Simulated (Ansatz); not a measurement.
# Squeezing and shearing glassy 91GeO2-6Al2O3-3Sc2O3 (mol %) (102 atoms): runs compared

Aim: relax glassy 91GeO2-6Al2O3-3Sc2O3 (mol %) (102 atoms), then change its volume and shape to read moduli from the stress.

Computed with Ansatz 0.2.0: Kohn-Sham DFT, PBE, PAW (set soft_1), plane waves.

## Step 1: The cell as built

The cell holds 102 atoms: 29 Ge, 4 Al, 2 Sc and 67 O. Its edges and angles: a = 11.376 Å, b = 11.376 Å, c = 11.376 Å, α = 90.0°, β = 90.0°, γ = 90.0°. 102 atoms (29 Ge, 4 Al, 2 Sc, 67 O) placed at random at 3.62 g/cm³, melted at 4000 K for 10 ps at fixed volume with the Morse and Coulomb pair potential with partial charges (Pedone, Malavasi, Menziani, Cormack and Segre, J. Phys. Chem. B 110, 11780 (2006)). Quenched from 2500 K to 300 K at 50 K/ps and fixed volume, held 10 ps at zero pressure.

What the set-up can't give: The quench rate of 50 K/ps is orders of magnitude faster than experiment, which tends to freeze in extra defects. The network of bonds at the start is that of the classical potential that made the cell, and needn't be the one that DFT or experiment would give. The Brillouin zone is sampled at Γ only.

## Step 2: The reference run

The reference is a single point at the end of the relaxation.

Every strained cell starts from the geometry of this run, and its atoms are relaxed with the cell held.

Its input, with most atom lines left out:

```yaml
crystal:
  lattice:
    - [11.09318, -0.11165, -0.2671]
    - [-0.11165, 11.23687, -0.20307]
    - [-0.2671, -0.20307, 11.45866]
  atoms:
    - { symbol: Ge, position: [0.34581, 0.94789, 0.92317] }
    - { symbol: Ge, position: [0.14277, 0.82719, 0.09565] }
    - { symbol: Ge, position: [0.17263, 0.73554, 0.59618] }
    - { symbol: Ge, position: [0.77926, 0.5686, 0.0141] }
    - { symbol: Ge, position: [0.03141, 0.80466, 0.35632] }
    - { symbol: Ge, position: [0.92771, 0.44345, 0.21094] }
    - { symbol: Ge, position: [0.45588, 0.48695, 0.61133] }
    [... atom lines 8 to 102 left out ...]
kpoints:
  mp_grid: { grid: [1, 1, 1] }
hamiltonian:
  xc: pbe
  pseudopotentials: { kind: paw, azcp: { folder: soft_1 } }
scf:
  occupations: { method: gaussian, width: 0.025 }
output:
  forces: true
  stress: true
  populations: true
  dos:
    method: { smearing: { sigma: 0.1 } }
    de: 0.1
    projected: { site_lists: { Al: [Al], Ge: [Ge], O: [O], Sc: [Sc] } }
  eigenvalues: true
  write_density: true
  write_potential: true
  volumetric_format: npy
  elf: true
```

```
free energy per atom   : -1656.8960 eV/atom
r.m.s. force component : 0.00453 eV/Å
pressure               : 0.01389 GPa
```

Filled and empty levels are parted by 2.21 eV (at Γ alone); a semilocal functional tends to put such gaps too low. In a disordered cell it changes from sample to sample, and tail or defect levels can set it.

## Step 3: The runs

Each row is one run, on 4 threads of Intel Xeon Platinum 8375C at 2.90GHz (Ice Lake), shared host. The free energy is the program's total, comparable only between runs with the same functional, potentials and atoms.

```csv
run,atoms,outcome,"ionic steps, all passes",free energy (eV),time,host memory (GiB)
Single point at the start,102,converged,-,-168989.288,16 s,2.5
Cell and atoms relaxed,102,converged,27,-169003.396,6.1 min,2.6
Single point at the relaxed geometry,102,converged,-,-169003.396,25 s,2.5
Volume -3 %,102,converged,8,-169003.153,1.9 min,2.5
Volume +3 %,102,converged,14,-169003.226,3.6 min,2.6
Volume -6 %,102,converged,13,-169002.435,3.2 min,2.5
Volume +6 %,102,converged,16,-169002.705,4.4 min,2.7
Volume -10 %,102,converged,14,-169000.570,3.4 min,2.3
Stretched by 1 % along x,102,converged,6,-169003.354,96 s,2.6
Compressed by 1 % along x,102,converged,4,-169003.348,62 s,2.5
Sheared by 2 % in xy,102,converged,5,-169003.333,75 s,2.6
```

In some runs the program notes that the SCF threshold is loose for the stress.

## Step 4: Pressure against volume

Atoms are relaxed at each volume, in the scaled cell.

```csv
volume change (%),volume (Å³/atom),energy change (meV/atom),pressure (GPa),largest move on relaxing (Å),bonds,gap (eV)
-10,12.591,27.71,6.72,0.58,154,2.62
-6,13.150,9.42,3.74,0.37,153,2.51
-3,13.570,2.38,1.80,0.14,152,2.36
+0,13.990,0.00,0.01,-,151,2.21
+3,14.409,1.66,-1.19,0.55,150,2.14
+6,14.829,6.78,-2.70,0.82,149,2.01
```

## Step 5: Uniaxial strain and shear

Stress (GPa, compression positive) less that of the relaxed cell, atoms relaxed:

```csv
strain,xx,yy,zz,xy,energy change (meV/atom)
stretched by 1 % along x,-0.967,-0.417,-0.345,0.037,0.41
compressed by 1 % along x,1.016,0.499,0.465,-0.036,0.47
sheared by 2 % in xy,0.034,0.063,0.079,-0.691,0.62
```

## Step 6: Outcome

The bulk modulus, from the slope of pressure against ln V over the three points nearest the relaxed volume, is 50.0 GPa; between neighbouring points the slope runs 69, 62, 59, 41 and 53 GPa from the smallest volume up, without a steady fall, so no pressure derivative is given. The count of bonds runs from 149 to 154 over the series, so at some points contacts cross the cutoffs. At -10 %, +3 % and +6 % some atom moved by over 0.5 Å on relaxing, so those points may sit in another local minimum. The gap goes from 2.62 eV at the smallest volume to 2.01 eV at the largest, -3.8 eV per unit of ln V by a straight line, on the run's k-points. In the Cartesian axes of the cell, finite differences give C11 = 99.1, C12 = 45.8, C13 = 40.5 and C66 = 34.5 GPa (the shear of 2 % is the engineering strain, εxy = 0.01). The mean of C11, C12 and C13, which equals the bulk modulus in a cubic or isotropic solid, is 61.8 GPa: it lies 24 % over the bulk modulus from the volumes. For an isotropic solid C66 would equal (C11 − C12)/2 = 26.7 GPa; so small a sample needn't be isotropic, and C66 rests on one shear. With the bulk modulus and C66 as K and G, Young's modulus would be about 84 GPa and Poisson's ratio 0.22.

Caveats: Strains are finite and relaxations stop at the force tolerance of the input, which can leave moduli too stiff; they are those of a static cell at zero temperature. Volumes are changed with the cell's shape held, so in an anisotropic solid the modulus lies over the one under free hydrostatic load. The program notes that the SCF threshold of the relaxations is loose for the stress.

The DFT runs together took 27 min of wall time.

[Logs are printed without paths, hosts, clocks, repeated set-up lines and the standing remarks that a program may print on its own settings, such as how far it seeks lower states.]

[Hosts, paths, dates, database ids (printed as entryN), source tags and the programs' standing remarks are cut or masked in the printed files.]
